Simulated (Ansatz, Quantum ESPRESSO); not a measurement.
# ErH2 (Fm-3m): zone-centre phonons

Which modes does ErH2 (Fm-3m) have at the zone centre?

Method: DFT PBEsol, scalar-relativistic, plane waves, PseudoDojo norm-conserving, 4f in core pseudopotentials, in Quantum ESPRESSO 7.5.

## 1. The structure

Symmetry: Fm-3m, No. 225, cubic system. The conventional cell has a = 5.123 Å, b = 5.123 Å, c = 5.123 Å, α = 90.00°, β = 90.00°, γ = 90.00°. Nearest to Er lie 8 H at 2.22 Å. H has 4 Er at 2.22 Å nearest. Farther neighbours are not listed.

## 2. A probe with smearing

A cheap run with smearing and empty bands tells whether the crystal has a gap, which decides between fixed occupations and smearing later on.

The input, probe.in:

```
&control
   calculation = 'scf'
   prefix = 'x'
   outdir = './tmp'
   pseudo_dir = './pseudo'
   tprnfor = .true.
   tstress = .true.
   verbosity = 'high'
/
&system
   ibrav = 2
   celldm(1) = 9.68106694
   nat = 3
   ntyp = 2
   ecutwfc = 64.0
   input_dft = 'pbesol'
   occupations = 'smearing'
   smearing = 'gaussian'
   degauss = 0.01
/
&electrons
   conv_thr = 1.0d-07
   mixing_beta = 0.7
   electron_maxstep = 100
/
ATOMIC_SPECIES
 Er    167.2590  Er.upf
 H       1.0080  H.upf
ATOMIC_POSITIONS crystal
 Er     0.000000000   0.000000000   0.000000000
 H      0.750000000   0.750000000   0.750000000
 H      0.250000000   0.250000000   0.250000000
K_POINTS automatic
 6 6 6 0 0 0
```

The run is started by

```sh
$ OMP_NUM_THREADS=1 mpirun -n 4 pw.x -nk 4 -in probe.in > probe.out
```

The program printed:

```text
[banners, grids, parts of the stress and lines that vanish by symmetry left out]
Program PWSCF v.7.5
     IMPORTANT: XC functional enforced from input :
     Exchange-correlation= PBESOL
                           (   1   4  10   8   0   0   0)
[...]
kinetic-energy cutoff     =      64.0000  Ry
     charge density cutoff     =     256.0000  Ry
     scf convergence threshold =      1.0E-07
[...]
Exchange-correlation= PBESOL
                           (   1   4  10   8   0   0   0)
[...]
48 Sym. Ops., with inversion, found
[...]
(     0          1          0      )
                  (     0          0          1      )
[...]
(  0.0000000  1.0000000  0.0000000 )
                  (  0.0000000  0.0000000  1.0000000 )
[...]
(     1          0         -1      )
[...]
(     0          1         -1      )
                  (     0          1          0      )
[...]
( -1.0000000  0.0000000  0.0000000 )
                  (  0.0000000  1.0000000  0.0000000 )
[...]
number of k points=    16  Gaussian smearing, width (Ry)=  0.0100
[...]
End of self-consistent calculation
[...]
the Fermi energy is     9.8615 ev
!    total energy              =     -92.54033771 Ry
[...]
convergence has been achieved in   6 iterations
[...]
atom    1 type  1   force =    -0.00000000   -0.00000000    0.00000000
     atom    2 type  2   force =    -0.00000000    0.00000000   -0.00000000
     atom    3 type  2   force =     0.00000000   -0.00000000    0.00000000
[...]
Total force =     0.000000     Total SCF correction =     0.000000
[...]
total   stress  (Ry/bohr**3)                   (kbar)     P=      -36.81
[...]
XML data file, charge density, pseudopotentials, collected wavefunctions

   JOB DONE.
```

Run time: 2 s. Hardware: 4 MPI ranks of Arm Neoverse V2, shared host; 7.7 s of CPU time.

Numbers from this step:

| Property | Result |
| --- | --- |
| volume per atom | 11.20 Å³ |
| pressure | -3.681 GPa |
| gap on the k-mesh | 0 eV |

No gap opens on this mesh, so smearing is kept; the start stands at -3.7 GPa.

## 3. Relaxation

The harmonic expansion starts where the forces on the atoms vanish, and stress shifts the frequencies, so cell and atoms are relaxed with tight thresholds.

The input, relax.in:

```
&control
   calculation = 'vc-relax'
   prefix = 'x'
   outdir = './tmp'
   pseudo_dir = './pseudo'
   tprnfor = .true.
   tstress = .true.
   forc_conv_thr = 2.0d-05
   etot_conv_thr = 1.0d-07
   nstep = 40
/
&system
   ibrav = 2
   celldm(1) = 9.68106694
   nat = 3
   ntyp = 2
   ecutwfc = 64.0
   input_dft = 'pbesol'
   occupations = 'smearing'
   smearing = 'mv'
   degauss = 0.02
/
&electrons
   conv_thr = 1.0d-11
   mixing_beta = 0.7
   electron_maxstep = 100
/
&ions
/
&cell
   press_conv_thr = 0.1
/
ATOMIC_SPECIES
 Er    167.2590  Er.upf
 H       1.0080  H.upf
ATOMIC_POSITIONS crystal
 Er     0.000000000   0.000000000   0.000000000
 H      0.750000000   0.750000000   0.750000000
 H      0.250000000   0.250000000   0.250000000
K_POINTS automatic
 10 10 10 0 0 0
```

The run is started by

```sh
$ OMP_NUM_THREADS=1 mpirun -n 4 pw.x -nk 4 -in relax.in > relax.out
```

The program printed:

```text
[banners, grids, parts of the stress and lines that vanish by symmetry left out]
[banner, memory and clock lines left out]
Program PWSCF v.7.5

[...]
Exchange-correlation= PBESOL
                           (   1   4  10   8   0   0   0)
[...]
kinetic-energy cutoff     =      64.0000  Ry
     charge density cutoff     =     256.0000  Ry
     scf convergence threshold =      1.0E-11
[...]
energy convergence thresh.=      1.0E-07
     force convergence thresh. =      2.0E-05
     press convergence thresh. =      1.0E-01
     Exchange-correlation= PBESOL
                           (   1   4  10   8   0   0   0)
[...]
48 Sym. Ops., with inversion, found
[...]
number of k points=    47  Marzari-Vanderbilt smearing, width (Ry)=  0.0200
[...]
End of self-consistent calculation
[...]
the Fermi energy is     9.7873 ev
!    total energy              =     -92.54011103 Ry
[...]
convergence has been achieved in   8 iterations
[...]
atom    1 type  1   force =     0.00000000    0.00000000    0.00000000
     atom    2 type  2   force =     0.00000000    0.00000000   -0.00000000
     atom    3 type  2   force =    -0.00000000   -0.00000000    0.00000000
     Total force =     0.000000     Total SCF correction =     0.000000
[...]
total   stress  (Ry/bohr**3)                   (kbar)     P=      -36.59
[...]
number of bfgs steps    =   0
[...]
CELL_PARAMETERS (alat=  9.68106694)
[...]
ATOMIC_POSITIONS (crystal)
Er               0.0000000000        0.0000000000        0.0000000000
H                0.7500000000        0.7500000000        0.7500000000
H                0.2500000000        0.2500000000        0.2500000000
[...]
New effective cutoffs (rho, wfc):  257.19   64.80
[...]
End of self-consistent calculation
[...]
the Fermi energy is     9.9902 ev
!    total energy              =     -92.54093705 Ry
[...]
convergence has been achieved in   5 iterations
[...]
atom    1 type  1   force =     0.00000000    0.00000000   -0.00000000
     atom    2 type  2   force =     0.00000000    0.00000000    0.00000000
     atom    3 type  2   force =     0.00000000    0.00000000    0.00000000
     Total force =     0.000000     Total SCF correction =     0.000000
[...]
total   stress  (Ry/bohr**3)                   (kbar)     P=      -20.94
[...]
number of bfgs steps    =   1
[...]
CELL_PARAMETERS (alat=  9.68106694)
[...]
ATOMIC_POSITIONS (crystal)
Er              -0.0000000000       -0.0000000000        0.0000000000
[...]
New effective cutoffs (rho, wfc):  261.42   65.86
[...]
End of self-consistent calculation
[...]
the Fermi energy is    10.2606 ev
!    total energy              =     -92.54130358 Ry
[...]
convergence has been achieved in   7 iterations
[...]
atom    1 type  1   force =    -0.00000000    0.00000000    0.00000000
     atom    2 type  2   force =    -0.00000000   -0.00000000    0.00000000
     atom    3 type  2   force =    -0.00000000    0.00000000   -0.00000000
     Total force =     0.000000     Total SCF correction =     0.000000
[...]
total   stress  (Ry/bohr**3)                   (kbar)     P=        1.37
[...]
number of bfgs steps    =   2
[...]
CELL_PARAMETERS (alat=  9.68106694)
[...]
ATOMIC_POSITIONS (crystal)
[...]
New effective cutoffs (rho, wfc):  261.16   65.80
[...]
End of self-consistent calculation
[...]
the Fermi energy is    10.2440 ev
!    total energy              =     -92.54130504 Ry
[...]
convergence has been achieved in   5 iterations
[...]
atom    1 type  1   force =    -0.00000000   -0.00000000    0.00000000
     atom    2 type  2   force =     0.00000000    0.00000000   -0.00000000
     atom    3 type  2   force =    -0.00000000   -0.00000000    0.00000000
     Total force =     0.000000     Total SCF correction =     0.000000
[...]
total   stress  (Ry/bohr**3)                   (kbar)     P=       -0.05
[...]
number of bfgs steps    =   3
[...]
small trust_radius: resetting bfgs history
[...]
CELL_PARAMETERS (alat=  9.68106694)
[...]
ATOMIC_POSITIONS (crystal)
[...]
New effective cutoffs (rho, wfc):  261.17   65.80
[...]
End of self-consistent calculation
[...]
the Fermi energy is    10.2443 ev
!    total energy              =     -92.54130505 Ry
[...]
convergence has been achieved in   3 iterations
[...]
atom    1 type  1   force =     0.00000000    0.00000000    0.00000000
     atom    2 type  2   force =    -0.00000000   -0.00000000   -0.00000000
     atom    3 type  2   force =     0.00000000    0.00000000   -0.00000000
     Total force =     0.000000     Total SCF correction =     0.000000
[...]
total   stress  (Ry/bohr**3)                   (kbar)     P=       -0.02
[...]
bfgs converged in   5 scf cycles and   4 bfgs steps
[...]
End of BFGS Geometry Optimization
     Final enthalpy           =     -92.5413050455 Ry
     File ./tmp/x.bfgs deleted, as requested
[...]
CELL_PARAMETERS (alat=  9.68106694)
[...]
ATOMIC_POSITIONS (crystal)
[...]
H                0.7500000000        0.7500000000        0.7500000000
H                0.2500000000        0.2500000000        0.2500000000
[...]
Final scf calculation at the relaxed structure.
[...]
kinetic-energy cutoff     =      64.0000  Ry
     charge density cutoff     =     256.0000  Ry
     scf convergence threshold =      1.0E-13
[...]
press convergence thresh. =      1.0E-01
     Exchange-correlation= PBESOL
                           (   1   4  10   8   0   0   0)
[...]
48 Sym. Ops., with inversion, found
[...]
number of k points=    47  Marzari-Vanderbilt smearing, width (Ry)=  0.0200
[...]
End of self-consistent calculation
[...]
the Fermi energy is    10.2443 ev
!    total energy              =     -92.54125668 Ry
[...]
convergence has been achieved in  10 iterations
[...]
atom    1 type  1   force =     0.00000000    0.00000000   -0.00000000
     atom    2 type  2   force =    -0.00000000    0.00000000    0.00000000
     atom    3 type  2   force =     0.00000000    0.00000000   -0.00000000
     Total force =     0.000000     Total SCF correction =     0.000000
[...]
total   stress  (Ry/bohr**3)                   (kbar)     P=       -0.19
[...]
XML data file, charge density, pseudopotentials, collected wavefunctions
```

Elapsed: 20 s, on 4 MPI ranks.

The steps of the relaxation:

| step | energy less that of the first step (eV) | largest force (eV/Å) | pressure (GPa) | volume (Å³) |
| --- | --- | --- | --- | --- |
| 1 | 0.0000 | 0.0000 | -3.66 | 33.61 |
| 2 | -0.0112 | 0.0000 | -2.09 | 32.99 |
| 3 | -0.0162 | 0.0000 | 0.14 | 32.19 |
| 4 | -0.0162 | 0.0000 | -0.01 | 32.24 |
| 5 | -0.0162 | 0.0000 | 0.00 | 32.24 |
| 6 | -0.0156 | 0.0000 | -0.02 | 32.24 |

| conventional cell, symmetrised | before | after | change |
| --- | --- | --- | --- |
| a (Å) | 5.123 | 5.052 | -1.4 % |
| b (Å) | 5.123 | 5.052 | -1.4 % |
| c (Å) | 5.123 | 5.052 | -1.4 % |
| volume (Å³/atom) | 11.20 | 10.75 | -4.1 % |

The relaxed structure:

```
Er H
1.0
    -2.52610    0.00000    2.52610
     0.00000    2.52610    2.52610
    -2.52610    2.52610    0.00000
Er H
1 2
Direct
  0.00000 0.00000 0.00000
  0.75000 0.75000 0.75000
  0.25000 0.25000 0.25000
```

The last row of the table of steps is pw.x's closing run on a basis chosen anew for the final cell, so its energy can jump.

This step gave:

```yaml
volume_per_atom: 10.75 Å³
pressure: -0.019 GPa
```

The volume changes by -4.1 % from the cell with which this run began.

## 4. Ground state

Perturbation theory inherits every error of the wavefunctions, so the threshold is set near the limit of the arithmetic. Smearing stays on, as the first look found no gap above 0.3 eV.

The input, scf.in:

```
&control
   calculation = 'scf'
   prefix = 'x'
   outdir = './tmp'
   pseudo_dir = './pseudo'
   tprnfor = .true.
   tstress = .true.
/
&system
   ibrav = 2
   celldm(1) = 9.54728195
   nat = 3
   ntyp = 2
   ecutwfc = 64.0
   input_dft = 'pbesol'
   occupations = 'smearing'
   smearing = 'mv'
   degauss = 0.02
/
&electrons
   conv_thr = 1.0d-12
   mixing_beta = 0.7
   electron_maxstep = 100
/
ATOMIC_SPECIES
 Er    167.2590  Er.upf
 H       1.0080  H.upf
ATOMIC_POSITIONS crystal
 Er     0.000000000   0.000000000   0.000000000
 H      0.750000000   0.750000000   0.750000000
 H      0.250000000   0.250000000   0.250000000
K_POINTS automatic
 12 12 12 0 0 0
```

The run is started by

```sh
$ OMP_NUM_THREADS=1 mpirun -n 4 pw.x -nk 4 -in scf.in > scf.out
```

The program printed:

```text
[banners, grids, parts of the stress and lines that vanish by symmetry left out]
[banner, memory and clock lines left out]
Program PWSCF v.7.5

[...]
Exchange-correlation= PBESOL
                           (   1   4  10   8   0   0   0)
[...]
kinetic-energy cutoff     =      64.0000  Ry
     charge density cutoff     =     256.0000  Ry
     scf convergence threshold =      1.0E-12
[...]
Exchange-correlation= PBESOL
                           (   1   4  10   8   0   0   0)
[...]
48 Sym. Ops., with inversion, found
[...]
number of k points=    72  Marzari-Vanderbilt smearing, width (Ry)=  0.0200
[...]
End of self-consistent calculation
[...]
the Fermi energy is    10.1939 ev
!    total energy              =     -92.54119062 Ry
[...]
convergence has been achieved in   9 iterations
[...]
atom    1 type  1   force =     0.00000000    0.00000000    0.00000000
     atom    2 type  2   force =    -0.00000000   -0.00000000    0.00000000
     atom    3 type  2   force =     0.00000000    0.00000000   -0.00000000
     Total force =     0.000000     Total SCF correction =     0.000000
[...]
total   stress  (Ry/bohr**3)                   (kbar)     P=       -0.22
[...]
XML data file, charge density, pseudopotentials, collected wavefunctions
```

It took 7.2 s on 4 MPI ranks; 29 s of CPU time.

This step gave:

```
pressure : -0.02200 GPa
```

The cell stands at -0.022 GPa, close enough for phonons.

[end of part 1 of 3]

[Host names and launcher messages were left out of these logs when they were recorded.]

[Logs are printed without paths, hosts, clocks, repeated set-up lines and the standing remarks that a program may print on its own settings, such as how far it seeks lower states.]

[Hosts, paths, dates, database ids (printed as entryN), source tags and the programs' standing remarks are cut or masked in the printed files.]
